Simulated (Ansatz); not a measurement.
# Stretching the linear Li chain, part 2 of 2

Wanted: energy, moment and open channels of the linear Li chain from 12 % compression to 30 % stretch.

Ansatz 0.2.0; DFT RPBE, plane waves, PAW; relaxation of a chain's period (the session's first sound run).

So far, conductance of the lead as this run defines it (G₀): step 3 (the chain at a fixed length, period over the relaxed period …) 1.000.

### 4. The chain at a fixed length, period over the relaxed period 0.92, k-mesh 1×1×29

Level of this step: DFT RPBE, plane waves, PAW; channels and complex bands of a perfect chain (Ansatz).

The period is set to 0.92 times the relaxed one: shorter bonds widen the bands.

The cell differs from the one that the last finished run ended in (c 2.665 → 2.787 Å).

Input file input.yaml:

```yaml
crystal:
  lattice:
    - [7.5, 0.0, 0.0]
    - [0.0, 7.5, 0.0]
    - [0.0, 0.0, 2.7865103248]
  atoms:
    - { symbol: Li, position: [0.5, 0.5, 0.0], spin: 0.5 }
magnetization:
  spin_polarized: true
kpoints:
  mp_grid: { grid: [1, 1, 29] }
scf:
  occupations: { method: fermi_dirac, width: 0.05 }
hamiltonian:
  xc: rpbe
output:
  transmission:
    e_range: [-2, 2]
    de: 0.035
    kmesh: [1, 1]
    reduced_basis: true
    leads: [[0, 0]]
  stress: true
```

The run is started by

```sh
$ ansatz run input.yaml --threads 4 --pin off --max-ram 8192MiB --backend cpu --events-out ev --progress --plain --runs-dir out
```

Numbers of over 12 decimals in the logs are rounded to 6 here.

The program printed:

```text
[...]
Crystal: 1 atoms, lattice volume = 156.741 Å³
Basis set: ecut = 420 eV, 3129 PW (Γ)
Bands: 6, of which v1, the nominal top of the filled ones, is band 2 counted from 1 (1 counted from 0)
Symmetry: 16 space group operations
[...]
k-points: 15 of 29
[...]
Starting moments: Σ|m| = 0.5 μB on 1 of 1 site
[...]
--- Transmission ---
  basis      : 497 plane waves across, 4 finite elements along
  points     : 1, standing for a mesh of 1 x 1
[...]
crystal 0  : Li1, at the sites [0, 0], period 2.7865 Å: whole cells are its period
[...]
filled         : 6.1 meV under the level at which it is neutral
    channels       : 1.000000e0 up, 1.000000e0 down
[...]
[key lines of the parts left out:]
SCF converged after 14 iterations
Magnetization: -0.0000 μB (1.5000 up, 1.5000 down)
Free energy (F): -204.522431 eV
Fermi energy:    -2.737295 eV
P = ⅓ Tr σ = 0.0362 GPa (0.362 kbar)
```

Run time: 13 s. Hardware: 4 threads of Arm Neoverse V1, shared host; peak memory 0.38 GiB.

At the computed energy nearest the Fermi level there are 1 spin-up and 1 spin-down channels, and the thermal average gives 1.000 G₀.

### 5. At a set period, period over the relaxed period 0.96, k-mesh 1×1×28

The period is set to 0.96 times the relaxed one: shorter bonds widen the bands.

The cell differs from the one that the last finished run ended in (c 2.787 → 2.908 Å).

input.yaml: that of step 4 with these lines changed.

```diff
@@ -4,3 +4,3 @@
     - [0.0, 7.5, 0.0]
-    - [0.0, 0.0, 2.7865103248]
+    - [0.0, 0.0, 2.9076629476]
   atoms:
@@ -10,3 +10,3 @@
 kpoints:
-  mp_grid: { grid: [1, 1, 29] }
+  mp_grid: { grid: [1, 1, 28] }
 scf:
```

The program printed:

```text
[...]
Crystal: 1 atoms, lattice volume = 163.556 Å³
Basis set: ecut = 420 eV, 3225 PW (Γ)
Bands: 6, of which v1, the nominal top of the filled ones, is band 2 counted from 1 (1 counted from 0)
Symmetry: 16 space group operations
[...]
k-points: 15 of 28
[...]
Starting moments: Σ|m| = 0.5 μB on 1 of 1 site
[...]
--- Transmission ---
  basis      : 497 plane waves across, 4 finite elements along
  points     : 1, standing for a mesh of 1 x 1
[...]
crystal 0  : Li1, at the sites [0, 0], period 2.9077 Å: whole cells are its period
[...]
filled         : 0.8 meV over the level at which it is neutral
    channels       : 1.000000e0 up, 1.000000e0 down
[...]
[key lines of the parts left out:]
SCF converged after 14 iterations
Magnetization: 0.0000 μB (1.5000 up, 1.5000 down)
Free energy (F): -204.543295 eV
Fermi energy:    -2.746459 eV
P = ⅓ Tr σ = -0.0782 GPa (-0.782 kbar)
```

Wall time 10 s (4 threads); peak memory 0.36 GiB.

At the computed energy nearest the Fermi level there are 1 spin-up and 1 spin-down channels, and the thermal average gives 1.000 G₀.

### 6. The chain at a fixed length, period over the relaxed period 1, k-mesh 1×1×27

The period is set to 1.0 times the relaxed one, as the point of reference.

input.yaml: that of step 5 with these lines changed.

```diff
@@ -4,3 +4,3 @@
     - [0.0, 7.5, 0.0]
-    - [0.0, 0.0, 2.9076629476]
+    - [0.0, 0.0, 3.0288155704]
   atoms:
@@ -10,3 +10,3 @@
 kpoints:
-  mp_grid: { grid: [1, 1, 28] }
+  mp_grid: { grid: [1, 1, 27] }
 scf:
```

The program printed:

```text
[...]
Crystal: 1 atoms, lattice volume = 170.371 Å³
Basis set: ecut = 420 eV, 3339 PW (Γ)
Bands: 6, of which v1, the nominal top of the filled ones, is band 2 counted from 1 (1 counted from 0)
Symmetry: 16 space group operations
[...]
k-points: 14 of 27
[...]
Starting moments: Σ|m| = 0.5 μB on 1 of 1 site
[...]
--- Transmission ---
  basis      : 497 plane waves across, 4 finite elements along
  points     : 1, standing for a mesh of 1 x 1
[...]
crystal 0  : Li1, at the sites [0, 0], period 3.0288 Å: whole cells are its period
[...]
filled         : 8.0 meV over the level at which it is neutral
    channels       : 1.000000e0 up, 1.000000e0 down
[...]
[key lines of the parts left out:]
SCF converged after 14 iterations
Magnetization: -0.0000 μB (1.5000 up, 1.5000 down)
Free energy (F): -204.551044 eV
Fermi energy:    -2.750222 eV
P = ⅓ Tr σ = -0.1685 GPa (-1.685 kbar)
```

Elapsed: 11 s, on 4 threads; peak memory 0.36 GiB.

Table of open channels of the lead by energy, zero at the Fermi level:

| energy (eV) | spin up | spin down |
| --- | --- | --- |
| -0.810 | 0 | 0 |
| -0.600 | 1 | 1 |
| -0.390 | 1 | 1 |
| -0.215 | 1 | 1 |
| -0.005 | 1 | 1 |
| 0.205 | 1 | 1 |
| 0.415 | 1 | 1 |
| 0.590 | 1 | 1 |
| 0.800 | 1 | 1 |
| 1.010 | 1 | 1 |
| 1.185 | 1 | 1 |
| 1.395 | 0 | 0 |
| 1.605 | 0 | 0 |
| 1.815 | 2 | 2 |

At the computed energy nearest the Fermi level there are 1 spin-up and 1 spin-down channels, and the thermal average gives 1.000 G₀.

### 7. The chain at a fixed length, period over the relaxed period 1.04, k-mesh 1×1×26

The period is set to 1.04 times the relaxed one: longer bonds narrow the bands.

The cell differs from the one that the last finished run ended in (c 3.029 → 3.150 Å).

input.yaml: that of step 6 with these lines changed.

```diff
@@ -4,3 +4,3 @@
     - [0.0, 7.5, 0.0]
-    - [0.0, 0.0, 3.0288155704]
+    - [0.0, 0.0, 3.1499681932]
   atoms:
@@ -10,3 +10,3 @@
 kpoints:
-  mp_grid: { grid: [1, 1, 27] }
+  mp_grid: { grid: [1, 1, 26] }
 scf:
```

The program printed:

```text
[...]
Crystal: 1 atoms, lattice volume = 177.186 Å³
Basis set: ecut = 420 eV, 3499 PW (Γ)
Bands: 6, of which v1, the nominal top of the filled ones, is band 2 counted from 1 (1 counted from 0)
Symmetry: 16 space group operations
[...]
k-points: 14 of 26
[...]
Starting moments: Σ|m| = 0.5 μB on 1 of 1 site
[...]
--- Transmission ---
  basis      : 497 plane waves across, 4 finite elements along
  points     : 1, standing for a mesh of 1 x 1
[...]
crystal 0  : Li1, at the sites [0, 0], period 3.1500 Å: whole cells are its period
[...]
filled         : 3.4 meV over the level at which it is neutral
    channels       : 1.000000e0 up, 1.000000e0 down
[...]
[key lines of the parts left out:]
SCF converged after 14 iterations
Magnetization: -0.0000 μB (1.5000 up, 1.5000 down)
Free energy (F): -204.548352 eV
Fermi energy:    -2.761467 eV
P = ⅓ Tr σ = -0.2391 GPa (-2.391 kbar)
```

It took 11 s on 4 threads; peak memory 0.37 GiB; 36 s of CPU time.

At the computed energy nearest the Fermi level there are 1 spin-up and 1 spin-down channels, and the thermal average gives 1.000 G₀. The change of length costs 0.003 eV a cell and leaves no moment.

### 8. At a set period, period over the relaxed period 1.08, k-mesh 1×1×25

The period is set to 1.08 times the relaxed one: longer bonds narrow the bands.

The cell differs from the one that the last finished run ended in (c 3.150 → 3.271 Å).

input.yaml: that of step 7 with these lines changed.

```diff
@@ -4,3 +4,3 @@
     - [0.0, 7.5, 0.0]
-    - [0.0, 0.0, 3.1499681932]
+    - [0.0, 0.0, 3.271120816]
   atoms:
@@ -10,3 +10,3 @@
 kpoints:
-  mp_grid: { grid: [1, 1, 26] }
+  mp_grid: { grid: [1, 1, 25] }
 scf:
```

The program printed:

```text
[...]
Crystal: 1 atoms, lattice volume = 184.001 Å³
Basis set: ecut = 420 eV, 3627 PW (Γ)
Bands: 6, of which v1, the nominal top of the filled ones, is band 2 counted from 1 (1 counted from 0)
Symmetry: 16 space group operations
[...]
k-points: 13 of 25
[...]
Starting moments: Σ|m| = 0.5 μB on 1 of 1 site
[...]
--- Transmission ---
  basis      : 497 plane waves across, 5 finite elements along
  points     : 1, standing for a mesh of 1 x 1
[...]
crystal 0  : Li1, at the sites [0, 0], period 3.2711 Å: whole cells are its period
[...]
filled         : 3.2 meV under the level at which it is neutral
    channels       : 1.000000e0 up, 1.000000e0 down
[...]
[key lines of the parts left out:]
SCF converged after 14 iterations
Magnetization: -0.0000 μB (1.5000 up, 1.5000 down)
Free energy (F): -204.537147 eV
Fermi energy:    -2.771079 eV
P = ⅓ Tr σ = -0.2928 GPa (-2.928 kbar)
```

It took 15 s on 4 threads; peak memory 0.38 GiB; 47 s of CPU time.

At the computed energy nearest the Fermi level there are 1 spin-up and 1 spin-down channels, and the thermal average gives 1.000 G₀. The change of length costs 0.014 eV a cell and leaves no moment.

### 9. The chain at a fixed length, period over the relaxed period 1.13, k-mesh 1×1×24

The period is set to 1.13 times the relaxed one: longer bonds narrow the bands.

The cell differs from the one that the last finished run ended in (c 3.271 → 3.423 Å).

input.yaml: that of step 8 with these lines changed.

```diff
@@ -4,3 +4,3 @@
     - [0.0, 7.5, 0.0]
-    - [0.0, 0.0, 3.271120816]
+    - [0.0, 0.0, 3.4225615946]
   atoms:
@@ -10,3 +10,3 @@
 kpoints:
-  mp_grid: { grid: [1, 1, 25] }
+  mp_grid: { grid: [1, 1, 24] }
 scf:
```

The program printed:

```text
[...]
Crystal: 1 atoms, lattice volume = 192.519 Å³
Basis set: ecut = 420 eV, 3787 PW (Γ)
Bands: 6, of which v1, the nominal top of the filled ones, is band 2 counted from 1 (1 counted from 0)
Symmetry: 16 space group operations
[...]
k-points: 13 of 24
[...]
Starting moments: Σ|m| = 0.5 μB on 1 of 1 site
[...]
--- Transmission ---
  basis      : 497 plane waves across, 5 finite elements along
  points     : 1, standing for a mesh of 1 x 1
[...]
crystal 0  : Li1, at the sites [0, 0], period 3.4226 Å: whole cells are its period
[...]
filled         : 1.3 meV over the level at which it is neutral
    channels       : 1.000000e0 up, 1.000000e0 down
[...]
[key lines of the parts left out:]
SCF converged after 14 iterations
Magnetization: 0.0000 μB (1.5000 up, 1.5000 down)
Free energy (F): -204.514390 eV
Fermi energy:    -2.766896 eV
P = ⅓ Tr σ = -0.3419 GPa (-3.419 kbar)
```

It took 14 s on 4 threads; peak memory 0.37 GiB; 45 s of CPU time.

The open channels of the lead by energy, zero at the Fermi level:

| energy (eV) | spin up | spin down |
| --- | --- | --- |
| -0.810 | 0 | 0 |
| -0.600 | 1 | 1 |
| -0.390 | 1 | 1 |
| -0.215 | 1 | 1 |
| -0.005 | 1 | 1 |
| 0.205 | 1 | 1 |
| 0.415 | 1 | 1 |
| 0.590 | 1 | 1 |
| 0.800 | 1 | 1 |
| 1.010 | 1 | 1 |
| 1.185 | 1 | 1 |
| 1.395 | 0 | 0 |

At the computed energy nearest the Fermi level there are 1 spin-up and 1 spin-down channels, and the thermal average gives 1.000 G₀. The change of length costs 0.037 eV a cell and leaves no moment.

### 10. At a set period, period over the relaxed period 1.2, k-mesh 1×1×23

The period is set to 1.2 times the relaxed one: longer bonds narrow the bands.

The cell differs from the one that the last finished run ended in (c 3.423 → 3.635 Å).

input.yaml: that of step 9 with these lines changed.

```diff
@@ -4,3 +4,3 @@
     - [0.0, 7.5, 0.0]
-    - [0.0, 0.0, 3.4225615946]
+    - [0.0, 0.0, 3.6345786845]
   atoms:
@@ -10,3 +10,3 @@
 kpoints:
-  mp_grid: { grid: [1, 1, 24] }
+  mp_grid: { grid: [1, 1, 23] }
 scf:
```

The program printed:

```text
[...]
Crystal: 1 atoms, lattice volume = 204.445 Å³
Basis set: ecut = 420 eV, 3973 PW (Γ)
Bands: 6, of which v1, the nominal top of the filled ones, is band 2 counted from 1 (1 counted from 0)
Symmetry: 16 space group operations
[...]
k-points: 12 of 23
[...]
Starting moments: Σ|m| = 0.5 μB on 1 of 1 site
[...]
--- Transmission ---
  basis      : 497 plane waves across, 5 finite elements along
  points     : 1, standing for a mesh of 1 x 1
[...]
crystal 0  : Li1, at the sites [0, 0], period 3.6346 Å: whole cells are its period
[...]
filled         : 6.5 meV over the level at which it is neutral
    channels       : 1.000000e0 up, 1.000000e0 down
[...]
[key lines of the parts left out:]
SCF converged after 14 iterations
Magnetization: 0.0000 μB (1.5000 up, 1.5000 down)
Free energy (F): -204.471534 eV
Fermi energy:    -2.758249 eV
P = ⅓ Tr σ = -0.3857 GPa (-3.857 kbar)
```

It took 13 s on 4 threads; peak memory 0.37 GiB.

At the computed energy nearest the Fermi level there are 1 spin-up and 1 spin-down channels, and the thermal average gives 1.000 G₀. The change of length costs 0.080 eV a cell and leaves no moment.

### 11. The chain at a fixed length, period over the relaxed period 1.3, k-mesh 1×1×21

The period is set to 1.3 times the relaxed one: longer bonds narrow the bands.

The cell differs from the one that the last finished run ended in (c 3.635 → 3.937 Å).

input.yaml: that of step 10 with these lines changed.

```diff
@@ -4,3 +4,3 @@
     - [0.0, 7.5, 0.0]
-    - [0.0, 0.0, 3.6345786845]
+    - [0.0, 0.0, 3.9374602415]
   atoms:
@@ -10,3 +10,3 @@
 kpoints:
-  mp_grid: { grid: [1, 1, 23] }
+  mp_grid: { grid: [1, 1, 21] }
 scf:
```

The program printed:

```text
[...]
Crystal: 1 atoms, lattice volume = 221.482 Å³
Basis set: ecut = 420 eV, 4333 PW (Γ)
Bands: 6, of which v1, the nominal top of the filled ones, is band 2 counted from 1 (1 counted from 0)
Symmetry: 16 space group operations
[...]
k-points: 11 of 21
[...]
Starting moments: Σ|m| = 0.5 μB on 1 of 1 site
[...]
--- Transmission ---
  basis      : 497 plane waves across, 5 finite elements along
  points     : 1, standing for a mesh of 1 x 1
[...]
crystal 0  : Li1, at the sites [0, 0], period 3.9375 Å: whole cells are its period
[...]
filled         : 0.2 meV under the level at which it is neutral
    channels       : 1.000000e0 up, 1.000000e0 down
[...]
[key lines of the parts left out:]
SCF converged after 14 iterations
Magnetization: -0.0000 μB (1.5000 up, 1.5000 down)
Free energy (F): -204.397520 eV
Fermi energy:    -2.755569 eV
P = ⅓ Tr σ = -0.4120 GPa (-4.120 kbar)
```

Run time: 12 s. Hardware: 4 threads; peak memory 0.37 GiB.

Table of open channels of the lead by energy, zero at the Fermi level:

| energy (eV) | spin up | spin down |
| --- | --- | --- |
| -0.600 | 0 | 0 |
| -0.495 | 1 | 1 |
| -0.390 | 1 | 1 |
| -0.285 | 1 | 1 |
| -0.215 | 1 | 1 |
| -0.110 | 1 | 1 |
| -0.005 | 1 | 1 |
| 0.100 | 1 | 1 |
| 0.205 | 1 | 1 |
| 0.310 | 1 | 1 |
| 0.415 | 1 | 1 |
| 0.485 | 1 | 1 |
| 0.590 | 1 | 1 |
| 0.695 | 1 | 1 |
| 0.800 | 1 | 1 |
| 0.905 | 1 | 1 |
| 1.010 | 1 | 1 |
| 1.115 | 1 | 1 |
| 1.185 | 0 | 0 |

At the computed energy nearest the Fermi level there are 1 spin-up and 1 spin-down channels, and the thermal average gives 1.000 G₀. The change of length costs 0.155 eV a cell and leaves no moment.

### 12. Comparing the runs

Times are for 4 threads of Arm Neoverse V1, shared host. The runs compared:

| no. | period over the relaxed period | conductance of the lead as this run defines it (G₀) | energy at zero smearing less the lowest (eV) | time | memory (GiB) |
| --- | --- | --- | --- | --- | --- |
| 1 | 0.88 | 1.0000 | 0.06619 | 15 s | 0.4 |
| 2 | 0.92 | 1.0000 | 0.02824 | 13 s | 0.38 |
| 3 | 0.96 | 1.0000 | 0.007791 | 10 s | 0.36 |
| 4 | 1 | 1.0000 | 0 | 11 s | 0.36 |
| 5 | 1.04 | 1.0000 | 0.002521 | 11 s | 0.37 |
| 6 | 1.08 | 1.0000 | 0.01416 | 15 s | 0.38 |
| 7 | 1.13 | 1.0000 | 0.03738 | 14 s | 0.37 |
| 8 | 1.2 | 1.0000 | 0.08037 | 13 s | 0.37 |
| 9 | 1.3 | 1.0000 | 0.1547 | 12 s | 0.37 |

### 13. A repeat with changed settings

This step: DFT RPBE, plane waves, PAW; channels and complex bands of a perfect chain; changed: output.transmission.temperature = 0.5, scf.max_iter = 60 (Ansatz 0.2.0).

The input of the run at the relaxed period is made doubtful on purpose.

input.yaml: that of step 11 with these lines changed.

```diff
@@ -4,3 +4,3 @@
     - [0.0, 7.5, 0.0]
-    - [0.0, 0.0, 3.9374602415]
+    - [0.0, 0.0, 3.0288155704]
   atoms:
@@ -10,5 +10,6 @@
 kpoints:
-  mp_grid: { grid: [1, 1, 21] }
+  mp_grid: { grid: [1, 1, 27] }
 scf:
   occupations: { method: fermi_dirac, width: 0.05 }
+  max_iter: 60
 hamiltonian:
@@ -22,2 +23,3 @@
     leads: [[0, 0]]
+    temperature: 0.5
   stress: true
```

The program printed:

```text
Error: invalid value for `output.transmission.temperature`: must be finite and ≥ 1.2; got 0.5 K
```

Elapsed: 0.03 s, on 4 threads; peak memory 0.06 GiB.

The program refused the input before any cycle.

The program's message: “Error: invalid value for `output.transmission.temperature`: must be finite and ≥ 1.2; got 0.5 K”

The change that led to it: output.transmission.temperature = 0.5.

### 14. Outcome

- relaxed cell length: 3.029 Å
- conductance at period × 0.88: 1.000 G₀
- conductance at period × 1.0: 1.000 G₀
- conductance at period × 1.13: 1.000 G₀
- conductance at period × 1.3: 1.000 G₀
- absolute moment at period × 0.88: 0 μB
- absolute moment at period × 1.0: 0 μB
- absolute moment at period × 1.3: 0 μB

What this shows: No moment survives at any length. Transport is coherent and elastic here: the atoms are frozen, so scattering by vibrations plays no part. The lead's cell of one atom keeps the chain straight and evenly spaced; a zigzag or dimerised form may lie lower.

[Logs are printed without paths, hosts, clocks, repeated set-up lines and the standing remarks that a program may print on its own settings, such as how far it seeks lower states.]

[Hosts, paths, dates, database ids (printed as entryN), source tags and the programs' standing remarks are cut or masked in the printed files.]
